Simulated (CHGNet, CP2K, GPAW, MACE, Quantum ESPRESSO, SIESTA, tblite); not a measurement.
## Finding the fault: GPAW, random packing of Si57C22H21 (at. %) (99 atoms)

Program: GPAW 26.7.0, a calculation on a cell of 56 Si, 22 C and 21 H, 14.2 Å³ an atom.

File run.py:

```python
import numpy as np
from ase.io import read
from gpaw import GPAW, FermiDirac

atoms = read("structure.xyz")
atoms.calc = GPAW(
    mode="lcao",
    basis="dzp",
    h=0.45,
    xc="PBE",
    kpts={"size": (1, 1, 1), "gamma": True},
    occupations=FermiDirac(0.05),
    maxiter=60,
    symmetry={"point_group": False},
    txt="gpaw.txt",
)
energy = atoms.get_potential_energy(force_consistent=True)
forces = atoms.get_forces()
print(f"energy {energy:.6f} eV")
print("forces (eV/A)")
for i, (a, f) in enumerate(zip(atoms, forces)):
    print(f"{i:4d} {a.symbol:2s} {f[0]:10.5f} {f[1]:10.5f} {f[2]:10.5f}")
print(f"Fermi level {atoms.calc.get_fermi_level():.4f} eV")
for k in range(len(atoms.calc.get_ibz_k_points())):
    for s in range(atoms.calc.get_number_of_spins()):
        e = atoms.calc.get_eigenvalues(kpt=k, spin=s)
        n = np.searchsorted(e, atoms.calc.get_fermi_level())
        print(f"k {k} spin {s} levels about the Fermi level:", np.round(e[max(n - 6, 0):n], 4).tolist(), "|", np.round(e[n:n + 6], 4).tolist())
```

File structure.xyz:

```xyz
99
Lattice="11.20040 0.00000 0.00000 0.00000 11.20040 0.00000 0.00000 0.00000 11.20040" Properties=species:S:1:pos:R:3 pbc="T T T"
Si 7.22280 4.56383 3.60698
Si 3.20399 10.87492 5.78075
Si 10.97426 1.57567 3.77554
Si 5.00803 7.80455 4.00448
Si 7.36998 1.29622 10.21510
Si 10.52468 9.80181 6.29978
Si 3.25920 7.11528 7.05233
Si 5.14446 6.93193 7.80634
Si 4.50939 0.91765 0.12152
Si 10.91087 7.79380 10.45076
[... 85 atom lines left out ...]
H 9.72564 8.75322 2.95691
H 8.45653 7.09086 3.19514
H 8.10853 3.13544 0.74035
H 11.12345 7.92496 5.47151
```

On the command line:

```
OMP_NUM_THREADS=1 python run.py > output.txt
```

Log:

```text
energy -233.901416 eV
forces (eV/A)
   0 Si    0.92429    1.97249   -3.91951
   1 Si   -1.95275   -3.91675    0.38856
   2 Si   -4.04508   -2.45843    1.56107
   3 Si    0.27481    0.71744    0.34329
   4 Si   -1.34898   -2.66358   -0.41443
   5 Si    1.84079    0.88459   -1.04973
   6 Si   -4.67812    2.68326   -1.86612
   7 Si    5.37922    0.32333    3.70065
   8 Si    0.89410    0.02624    0.73596
   9 Si    0.68781   -6.82035   -2.63375
  10 Si    3.23945    0.60083   -2.96356
  11 Si   -3.86994    0.83600    0.32808
  12 Si   -0.63139   -0.52607   -1.10058
  13 Si    1.91995    3.25664    1.62532
  14 Si    0.36928   -1.23922    1.60030
  15 Si   -0.66678   -4.98162    3.81554
  16 Si   -1.16656   -1.45502    2.96870
  17 Si    1.18191   -3.40080   -0.05036
  18 Si   -1.41150   -0.23310   -1.30206
  19 Si   -0.07602   -0.68226   -0.38697
  20 Si    4.49258    4.10542   -1.97501
  21 Si   -1.61430    3.25349    2.63304
  22 Si   -0.32532   -0.99814    0.19344
  23 Si   -3.38849   -6.63063    2.35203
[...]
91 H   -44.82459   -8.20243  -66.22636
  92 H    63.09634   46.77728   67.34806
  93 H   -71.29693   63.11746  -79.66810
  94 H   -14.12744  -14.30737   44.85010
  95 H   -54.51663   -3.73145  -57.34414
  96 H    59.35911   48.13597  -62.41148
  97 H   -67.96841   34.42167   53.06176
  98 H   -63.27497  -11.05702   29.48349
Fermi level 5.0973 eV
k 0 spin 0 levels about the Fermi level: [4.8221, 4.9415, 4.9612, 5.0076, 5.0561, 5.0932] | [5.1406, 5.1891, 5.2312, 5.2676, 5.3762, 5.4185]
```

gpaw.txt:

```text
Input parameters:
  mode=LCAO(),
  basis={'default': 'dzp'},
  h=0.45,
  kpts=MonkhorstPack(size=(1, 1, 1), gamma=True),
  maxiter=60,
  occupations=Occupations(name='fermi-dirac', width=0.05, fixmagmom=False),
  symmetry=Symmetry(point_group=False),
  xc=XC(name='PBE')
Unit cell  # Å
| periodic |         x |         y |         z |   lengths |    angles |
|----------|-----------|-----------|-----------|-----------|-----------|
|      yes | 11.200400 |  0.000000 |  0.000000 | 11.200400 | 90.000000 |
[... lines left out ...]
  Fermi-Dirac:
[... lines left out ...]
convergence criteria:
- Maximum [total energy] change in last 3 cyles: 0.0005 eV / valence electron
[... lines left out ...]
Converged in 22 steps
SCF loop duration: 95.540 s (4.343 s/step)
Energy contributions relative to reference atoms: (reference = -464505.389960)
Energy contributions:
  Kinetic:         304.341548
  Coulomb:        -159.810125
  Zero:             74.293301
  External:          0.000000
  Xc:             -452.366757
  Entropy:          -0.359383
  Spinorbit:         0.000000
  ----------------------------
  Free energy:    -233.901416
  Extrapolated:   -233.721724
dipole moment: (45.100232, 33.452225, -60.161625)  # |e|*Ang
Fermi level: 5.097
Eigenvalues  # (at kpt = [0.000, 0.000, 0.000])
| band index |      eig [eV] | occ [0-2] |
|------------|---------------|-----------|
|          0 |        -9.170 |     2.000 |
|        ... |               |           |
|        159 |         4.709 |     1.999 |
|        160 |         4.736 |     1.999 |
[...]
|        174 |         5.535 |     0.000 |
|        ... |               |           |
|        203 |         7.011 |     0.000 |
Gap: 0.047 eV
Transition (v -> c):
  (s=0, k=0, n=166, [0.00, 0.00, 0.00]) -> (s=0, k=0, n=167, [0.00, 0.00, 0.00])
No difference between direct/indirect transitions
Force computation time: 11.274  # s
timing:  # [seconds]
  Total:  114.268  # ━━━━━━━━━━━━━━━━━━━━━━━━━━━━━━━━━━━━━━━━━━━━━━━━━━━━━━━━
  Init:     7.409  # ━━━╸
  SCF:     95.540  # ━━━━━━━━━━━━━━━━━━━━━━━━━━━━━━━━━━━━━━━━━━━━━━━
  Forces:  11.275  # ━━━━━╸
```

It took 1.9 min on 1 thread of Arm Neoverse V1, shared host; peak memory 0.39 GiB.

Banners, paths, timers and routine set-up lines are dropped from the logs unmarked, and long logs keep their key lines alone; longer cuts are marked.

Against a plane-wave PBE reference and this program's sound run:

- r.m.s. difference of force components: 48900 meV/Å
- longest difference of force vectors: 212800 meV/Å
- force difference over r.m.s. force: 2763 %
- slope of forces against the reference's: -0.1135
- energy less the same-level run's: 1707 meV/atom
- r.m.s. force difference from the same-level run: 48890 meV/Å

**Question.** What is wrong with this input?

A grid far too coarse: grid spacing 0.45 Å. The sound run has grid spacing 0.2 Å.

The run converged all the same, so the exit status doesn't show the fault.

[Also dropped from logs without a mark: logging warnings of Python, and SIESTA's first energy breakdown and zero terms.]

[Logs are printed without paths, hosts, clocks, repeated set-up lines and the standing remarks that a program may print on its own settings, such as how far it seeks lower states.]

[Hosts, paths, dates, database ids (printed as entryN), source tags and the programs' standing remarks are cut or masked in the printed files.]
